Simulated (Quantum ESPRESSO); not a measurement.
# O on hollow sites of W(110): a series in the coverage, part 3 of 9

Wanted: a table for O on hollow sites of W(110) against the coverage, and what can be fitted to it.

Quantum ESPRESSO 7.5; plane-wave DFT, PBE, GBRV ultrasoft pseudopotentials.

So far. Step 2 (Relaxing cell and ions of the reference):  The last row is no step: it is a fresh SCF in the final cell with a new plane-wave basis, -1 meV from the row before.

## Step 5: Relaxation with pw.x, 0 ML

What the set-up leaves free in this member is relaxed.

System of this step: W(110), 3 layers, 1 sites a cell. The cell holds 3 atoms: 3 W. Its edges and angles: a = 2.756 Å, b = 2.756 Å, c = 18.598 Å, α = 90.0°, β = 90.0°, γ = 70.5°. It derives from W. Vacuum lies along c.

File m0.relax.in:

```
&control
  prefix = 'm0.relax'
  outdir = './out'
  pseudo_dir = './pseudo'
  nstep = 70
  forc_conv_thr = 0.0015
  calculation = 'relax'
/
&system
  ibrav = 0
  nat = 3
  ntyp = 1
  ecutwfc = 40
  ecutrho = 200
  occupations = 'smearing'
  smearing = 'mv'
  degauss = 0.02
/
&electrons
  conv_thr = 1e-07
  mixing_beta = 0.3
  electron_maxstep = 120
  mixing_mode = 'local-TF'
/
&ions
/
ATOMIC_SPECIES
  W   183.8400  w_pbe_v1.2.uspp.F.UPF
CELL_PARAMETERS angstrom
  2.25011857378899 -1.59107410200000 0.00000000000000
  2.25011857378899 1.59107410200000 0.00000000000000
  0.00000000000000 0.00000000000000 18.59836210200836
ATOMIC_POSITIONS crystal
  W   0.000000000000 0.000000000000 0.379015229328
  W   0.500000000000 0.500000000000 0.500000000000 0 0 0
  W   0.000000000000 0.000000000000 0.620984770672
K_POINTS automatic
  9 9 1 0 0 0
```

Launch:

```sh
OMP_NUM_THREADS=1 mpirun -n 8 pw.x -nk 4 -in m0.relax.in > m0.relax.out
```

The log of the run:

```text
[banner, memory and clock lines left out]
Program PWSCF v.7.5 starts

          URL

     Message from routine setup:
     using ibrav=0 with symmetry is DISCOURAGED, use correct ibrav instead

     bravais-lattice index     =            0
     lattice parameter (alat)  =       5.2077  a.u.
     unit-cell volume          =     898.6635 (a.u.)^3
     number of atoms/cell      =            3
     number of atomic types    =            1
     number of electrons       =        42.00
     number of Kohn-Sham states=           25
     kinetic-energy cutoff     =      40.0000  Ry
     charge density cutoff     =     200.0000  Ry
     scf convergence threshold =      1.0E-07
     mixing beta               =       0.3000
     number of iterations used =            8  local-TF  mixing
     energy convergence thresh.=      1.0E-04
     force convergence thresh. =      1.5E-03
     Exchange-correlation= SLA  PW   PBE  PBE
                           (   1   4   3   4   0   0   0)
     nstep                     =           70

     celldm(1)=   5.207747  celldm(2)=   0.000000  celldm(3)=   0.000000
     celldm(4)=   0.000000  celldm(5)=   0.000000  celldm(6)=   0.000000

     crystal axes: (cart. coord. in units of alat)
               a(1) = (   0.816497  -0.577350   0.000000 )
               a(2) = (   0.816497   0.577350   0.000000 )
               a(3) = (   0.000000   0.000000   6.748755 )

     reciprocal axes: (cart. coord. in units 2 pi/alat)
               b(1) = (  0.612372 -0.866025  0.000000 )
               b(2) = (  0.612372  0.866025 -0.000000 )
               b(3) = ( -0.000000  0.000000  0.148175 )

     PseudoPot. # 1 for W  read from file:
     ./pseudo/w_pbe_v1.2.uspp.F.UPF
     Pseudo is Ultrasoft + core correction, Zval = 14.0
     Generated by new atomic code, or converted to UPF format
     Using radial grid of  923 points,  8 beta functions with:
                l(1) =   0
                l(2) =   0
                l(3) =   0
                l(4) =   1
                l(5) =   1
                l(6) =   2
                l(7) =   2
                l(8) =   3
     Q(r) pseudized with  6 coefficients,  rinner =    1.350   1.350   1.350
                                                       1.350   1.350   1.350
                                                       1.350

     atomic species   valence    mass     pseudopotential
     W                14.00   183.84000     W ( 1.00)

      8 Sym. Ops., with inversion, found

   Cartesian axes

     site n.     atom                  positions (alat units)
         1        W      tau(   1) = (   0.0000000   0.0000000   2.5578809  )
         2        W      tau(   2) = (   0.8164966   0.0000000   3.3743775  )
         3        W      tau(   3) = (   0.0000000   0.0000000   4.1908741  )

     number of k points=    25  Marzari-Vanderbilt smearing, width (Ry)=  0.0200
                       cart. coord. in units 2pi/alat
        k(    1) = (   0.0000000   0.0000000   0.0000000), wk =   0.0246914
        k(    2) = (   0.0680414   0.0962250   0.0000000), wk =   0.0987654
        k(    3) = (   0.1360828   0.1924501   0.0000000), wk =   0.0987654
        k(    4) = (   0.2041241   0.2886751   0.0000000), wk =   0.0987654
        k(    5) = (   0.2721655   0.3849002   0.0000000), wk =   0.0987654
        k(    6) = (   0.1360828   0.0000000   0.0000000), wk =   0.0493827
        k(    7) = (   0.2041241   0.0962250   0.0000000), wk =   0.0987654
        k(    8) = (   0.2721655   0.1924501   0.0000000), wk =   0.0987654
        k(    9) = (   0.3402069   0.2886751   0.0000000), wk =   0.0987654
        k(   10) = (  -0.2041241  -0.4811252   0.0000000), wk =   0.0987654
        k(   11) = (  -0.1360828  -0.3849002   0.0000000), wk =   0.0987654
        k(   12) = (  -0.0680414  -0.2886751   0.0000000), wk =   0.0987654
        k(   13) = (  -0.0000000  -0.1924501   0.0000000), wk =   0.0493827
        k(   14) = (   0.2721655   0.0000000   0.0000000), wk =   0.0493827
        k(   15) = (   0.3402069   0.0962250   0.0000000), wk =   0.0987654
        k(   16) = (   0.4082483   0.1924501   0.0000000), wk =   0.0987654
        k(   17) = (  -0.1360828  -0.5773503   0.0000000), wk =   0.0987654
        k(   18) = (  -0.0680414  -0.4811252   0.0000000), wk =   0.0987654
        k(   19) = (  -0.0000000  -0.3849002   0.0000000), wk =   0.0493827
        k(   20) = (   0.4082483   0.0000000   0.0000000), wk =   0.0493827
        k(   21) = (   0.4762897   0.0962250   0.0000000), wk =   0.0987654
        k(   22) = (  -0.0680414  -0.6735753   0.0000000), wk =   0.0987654
        k(   23) = (  -0.0000000  -0.5773503   0.0000000), wk =   0.0493827
        k(   24) = (   0.5443311   0.0000000   0.0000000), wk =   0.0493827
        k(   25) = (  -0.0000000  -0.7698004   0.0000000), wk =   0.0493827

     Dense  grid:    42985 G-vectors     FFT dimensions: (  24,  24, 160)

     Smooth grid:    30821 G-vectors     FFT dimensions: (  24,  24, 144)

     Initial potential from superposition of free atoms

     starting charge      41.6990, renormalised to      42.0000

     negative rho (up, down):  1.931E-01 0.000E+00
     Starting wfcs are   39 randomized atomic wfcs

     per-process dynamical memory:    28.1 Mb

     Self-consistent Calculation

     iteration #  1     ecut=    40.00 Ry     beta= 0.30
     Davidson diagonalization with overlap
     ethr =  1.00E-02,  avg # of iterations =  2.0

     Threshold (ethr) on eigenvalues was too large:
     Diagonalizing with lowered threshold

     Davidson diagonalization with overlap
     ethr =  9.71E-04,  avg # of iterations =  1.0

     negative rho (up, down):  1.921E-01 0.000E+00

     total energy              =    -477.24830939 Ry
     estimated scf accuracy    <       0.44443174 Ry

     iteration #  2     ecut=    40.00 Ry     beta= 0.30
     Davidson diagonalization with overlap
     ethr =  1.06E-03,  avg # of iterations =  1.0

     negative rho (up, down):  1.927E-01 0.000E+00

     total energy              =    -477.14797635 Ry
     estimated scf accuracy    <       0.28026519 Ry

     iteration #  3     ecut=    40.00 Ry     beta= 0.30
     Davidson diagonalization with overlap
     ethr =  6.67E-04,  avg # of iterations =  2.0

     negative rho (up, down):  1.957E-01 0.000E+00

     total energy              =    -477.18844988 Ry
     estimated scf accuracy    <       0.01561800 Ry

     iteration #  4     ecut=    40.00 Ry     beta= 0.30
     Davidson diagonalization with overlap
     ethr =  3.72E-05,  avg # of iterations =  3.1

     negative rho (up, down):  2.011E-01 0.000E+00

[...]
-32.9953 -32.7928 -32.6156 -32.5535  -0.6586  -0.2629   0.8517   1.9136
     2.0948   2.5139   3.4189   4.9209   5.9749   6.7061   7.2552   7.2667
     7.5935

          k = 0.1361 0.0000 0.0000 (  3825 PWs)   bands (ev):

   -69.0841 -68.9106 -68.8931 -33.7544 -33.2775 -33.1091 -32.9086 -32.7926
   -32.7312 -32.6408 -32.6277 -32.6157  -3.0834  -0.9490  -0.3848   2.3832
     3.4523   3.6482   3.8952   4.1397   4.3146   4.3328   4.6518   5.9766
     6.0536

          k = 0.2041 0.0962 0.0000 (  3823 PWs)   bands (ev):

   -69.0642 -68.8938 -68.8790 -33.6961 -33.4008 -33.1165 -33.0317 -32.9763
   -32.8412 -32.7412 -32.6666 -32.6348  -2.2287  -0.2346   0.4094   2.4166
     2.9844   3.4605   3.6052   3.8239   3.8927   4.9576   5.3012   5.8828
     5.9965

          k = 0.2722 0.1925 0.0000 (  3829 PWs)   bands (ev):

   -69.0379 -68.8733 -68.8639 -33.6635 -33.6302 -33.2477 -33.2113 -33.1236
   -32.9002 -32.8296 -32.6526 -32.6362  -1.0555   0.1977   1.4082   1.8772
     2.6540   2.6815   3.0632   3.4867   3.7651   5.7384   6.2646   6.6231
     6.8883

          k = 0.3402 0.2887 0.0000 (  3835 PWs)   bands (ev):

   -69.0172 -68.8588 -68.8553 -33.8612 -33.6543 -33.4313 -33.2502 -33.1580
   -32.9427 -32.8601 -32.6835 -32.6244  -0.3245   0.0509   1.3658   2.0916
     2.2197   2.7035   2.8077   3.9799   4.5557   6.0664   6.6392   7.1020
     7.2273

          k =-0.2041-0.4811 0.0000 (  3850 PWs)   bands (ev):

   -69.0120 -68.8570 -68.8568 -33.8973 -33.6668 -33.4472 -33.1796 -33.1758
   -33.0354 -32.8363 -32.7115 -32.6282  -0.2581   0.0212   1.2669   1.9933
     2.1202   2.5915   3.4497   4.7618   5.2582   5.9107   6.7034   7.5439
     7.5466

          k =-0.1361-0.3849 0.0000 (  3853 PWs)   bands (ev):

   -69.0253 -68.8688 -68.8675 -33.7750 -33.6032 -33.2849 -33.2028 -33.1584
   -32.9544 -32.8518 -32.7162 -32.6339  -0.5031   0.2573   1.1258   2.1616
     2.2686   2.9525   3.2875   4.3404   4.4758   5.7319   6.5906   7.2441
     7.5327

          k =-0.0680-0.2887 0.0000 (  3862 PWs)   bands (ev):

   -69.0505 -68.8887 -68.8825 -33.6166 -33.5896 -33.1313 -33.0798 -33.0175
   -32.8760 -32.7964 -32.6924 -32.6365  -1.4242   0.3094   1.0917   1.9930
     2.5030   2.9084   2.9120   3.6767   3.8512   5.4353   5.6849   6.7694
     7.1892

          k =-0.0000-0.1925 0.0000 (  3852 PWs)   bands (ev):

   -69.0754 -68.9072 -68.8951 -33.7011 -33.4445 -32.9954 -32.9887 -32.9117
   -32.7466 -32.6505 -32.6203 -32.6183  -2.5848  -0.4781   0.2369   1.6886
     2.7337   2.7896   3.3615   3.6533   4.5614   4.6076   5.8917   6.3958
     7.4407

          k = 0.2722 0.0000 0.0000 (  3787 PWs)   bands (ev):

   -69.0493 -68.8788 -68.8636 -33.6636 -33.3302 -33.2451 -33.1356 -32.9556
   -32.9249 -32.8591 -32.7633 -32.7498  -1.6796   0.2813   0.6652   2.6269
     2.8516   3.3665   3.9535   4.0544   4.2260   4.8419   5.3318   5.5848
     5.7864

          k = 0.3402 0.0962 0.0000 (  3799 PWs)   bands (ev):

   -69.0270 -68.8598 -68.8474 -33.6042 -33.5760 -33.3170 -33.1900 -33.1359
   -33.0688 -32.8834 -32.8011 -32.7502  -0.7633   0.6304   1.0390   2.1814
     2.2680   2.6930   3.6052   4.0869   4.5836   4.9811   5.4700   6.3868
     6.9025

          k = 0.4082 0.1925 0.0000 (  3820 PWs)   bands (ev):

   -69.0074 -68.8455 -68.8382 -33.7780 -33.5905 -33.4515 -33.2959 -33.2216
   -33.0033 -32.9589 -32.8390 -32.7420   0.2390   0.5203   1.1300   2.0568
     2.0756   2.7091   3.4444   3.9251   4.1210   5.5527   5.6436   6.9471
     6.9532

          k =-0.1361-0.5774 0.0000 (  3839 PWs)   bands (ev):

   -68.9997 -68.8428 -68.8405 -33.8266 -33.5981 -33.4717 -33.2814 -33.2297
   -33.0590 -32.9524 -32.8817 -32.7529   0.5616   0.5778   1.6201   1.8181
     2.0217   3.0154   3.8053   4.0928   4.3742   5.0753   5.8166   7.2982
     7.3424

          k =-0.0680-0.4811 0.0000 (  3847 PWs)   bands (ev):

   -69.0077 -68.8529 -68.8529 -33.7421 -33.5489 -33.3857 -33.2253 -33.1644
   -33.0848 -32.9573 -32.8939 -32.7635   0.4433   0.8861   1.8615   1.9371
     2.1540   3.2853   3.6280   3.9852   4.4120   4.8667   6.1940   7.1327
     7.7240

          k =-0.0000-0.3849 0.0000 (  3856 PWs)   bands (ev):

   -69.0278 -68.8710 -68.8694 -33.6504 -33.5485 -33.2344 -33.1723 -33.0627
   -32.9225 -32.9062 -32.8965 -32.7383  -0.2879   1.0196   1.7913   2.1509
     2.2645   3.0435   3.1677   3.7567   3.8970   4.7078   5.9250   6.6774
     7.5206

          k = 0.4082 0.0000 0.0000 (  3808 PWs)   bands (ev):

   -69.0098 -68.8426 -68.8299 -33.6415 -33.5598 -33.3965 -33.2741 -33.2447
   -33.1339 -33.0012 -32.8986 -32.7557  -0.5266   0.5183   0.5486   1.5878
     2.2022   2.7317   4.2271   4.9183   5.2012   5.7002   6.4326   6.6784
     7.0204

          k = 0.4763 0.0962 0.0000 (  3836 PWs)   bands (ev):

   -68.9943 -68.8298 -68.8195 -33.7771 -33.5309 -33.5027 -33.3789 -33.3182
   -33.1076 -33.0548 -32.9413 -32.7588  -0.1492   0.3551   0.4555   1.5386
     2.0543   2.2475   4.7825   4.7871   5.4190   5.7668   6.5643   6.9343
     7.8002

          k =-0.0680-0.6736 0.0000 (  3842 PWs)   bands (ev):

   -68.9876 -68.8274 -68.8213 -33.7802 -33.5817 -33.5169 -33.3639 -33.3379
   -33.1126 -33.1067 -32.9462 -32.7762   0.5040   0.5331   0.7841   1.7659
     2.0870   2.1237   3.9486   5.0347   5.2658   5.4235   6.8471   7.2849
     7.7368

          k =-0.0000-0.5774 0.0000 (  3840 PWs)   bands (ev):

   -68.9928 -68.8365 -68.8346 -33.6715 -33.6144 -33.4982 -33.2693 -33.2254
   -33.1522 -33.1424 -32.9195 -32.7990   0.9706   1.0748   1.4049   1.4904
     2.2048   2.9734   3.5899   4.4825   4.8030   4.9597   6.7935   7.2988
     8.1562

          k = 0.5443 0.0000 0.0000 (  3838 PWs)   bands (ev):

   -68.9839 -68.8188 -68.8077 -33.8696 -33.5136 -33.4931 -33.4585 -33.4346
   -33.1110 -33.0919 -32.9854 -32.7544  -0.5184   0.0565   0.0802   1.0014
     2.1029   2.3436   5.0631   5.1153   5.9971   6.4980   7.0236   8.1297
     8.5787

          k =-0.0000-0.7698 0.0000 (  3850 PWs)   bands (ev):

   -68.9813 -68.8179 -68.8084 -33.8663 -33.5409 -33.4966 -33.4646 -33.4319
   -33.1159 -33.1119 -32.9855 -32.7600  -0.2856   0.1102   0.2520   1.2081
     2.1131   2.1463   4.4993   5.3862   5.7043   6.7770   6.9820   8.3269
     8.4244

     the Fermi energy is     5.0616 ev

!    total energy              =    -477.19189552 Ry
     estimated scf accuracy    <          1.4E-10 Ry
     smearing contrib. (-TS)   =       0.00014700 Ry
     internal energy E=F+TS    =    -477.19204252 Ry

     The total energy is F=E-TS. E is the sum of the following terms:
     one-electron contribution =   -2248.49255241 Ry
     hartree contribution      =    1122.83315830 Ry
     xc contribution           =    -123.46564080 Ry
     ewald contribution        =     771.93299238 Ry

     convergence has been achieved in  11 iterations

     negative rho (up, down):  2.045E-01 0.000E+00

     Forces acting on atoms (cartesian axes, Ry/au):

     atom    1 type  1   force =     0.00000000    0.00000000    0.00002307
     atom    2 type  1   force =     0.00000000    0.00000000    0.00000000
     atom    3 type  1   force =     0.00000000    0.00000000   -0.00002307

     Total force =     0.000033     Total SCF correction =     0.000067
     SCF correction compared to forces is large: reduce conv_thr to get better values
     Energy error            =      1.1E-06 Ry
     Gradient error          =      2.3E-05 Ry/Bohr

     bfgs converged in   6 scf cycles and   5 bfgs steps
     (criteria: energy <  1.0E-04 Ry, force <  1.5E-03 Ry/Bohr)

     End of BFGS Geometry Optimization

     Final energy             =    -477.1918955183 Ry

     File ./out/m0.relax.bfgs deleted, as requested
Begin final coordinates

ATOMIC_POSITIONS (crystal)
W                0.0000000000        0.0000000000        0.3826284452
W                0.5000000000        0.5000000000        0.5000000000    0   0   0
W                0.0000000000        0.0000000000        0.6173715548
End final coordinates

     XML data file, charge density, pseudopotentials, collected wavefunctions

                                        0.00s GPU  (    2110 calls)
```

The job ended after 62 s (8 MPI ranks of Arm Neoverse V1, shared host; peak memory 0.73 GiB).

The steps of the relaxation:

```tsv
step	energy less that of the first step (eV)	largest force (eV/Å)
1	0.0000	0.6135
2	-0.0140	0.4992
3	-0.0264	0.3828
4	-0.0385	0.1928
5	-0.0423	0.0126
6	-0.0424	0.0006
```

The atoms that moved most (Å):

```tsv
atom	dx	dy	dz	length
W1	0.000	0.000	0.067	0.067
W3	0.000	0.000	-0.067	0.067
```

The relaxed structure:

```
CELL_PARAMETERS angstrom
2.25012 -1.59107 0.00000
2.25012 1.59107 0.00000
0.00000 0.00000 18.59836
ATOMIC_POSITIONS crystal
W 0.00000 0.00000 0.38263
W 0.50000 0.50000 0.50000
W 0.00000 0.00000 0.61737
```

The relaxation lowers the energy by 14 meV an atom. On the free atoms the largest force ends at 0.001 eV/Å.

Read from the output:

```
free energy  : -6492.5265 eV
Fermi energy : 5.062 eV
```

[end of part 3 of 9]

[Logs are printed without paths, hosts, clocks, repeated set-up lines and the standing remarks that a program may print on its own settings, such as how far it seeks lower states.]

[Hosts, paths, dates, database ids (printed as entryN), source tags and the programs' standing remarks are cut or masked in the printed files.]

[Maps of the electrostatic potential energy from Ansatz leave out the sawtooth potential of an applied field or a dipole correction, so their vacuum need not be flat; planar profiles and work functions include it.]
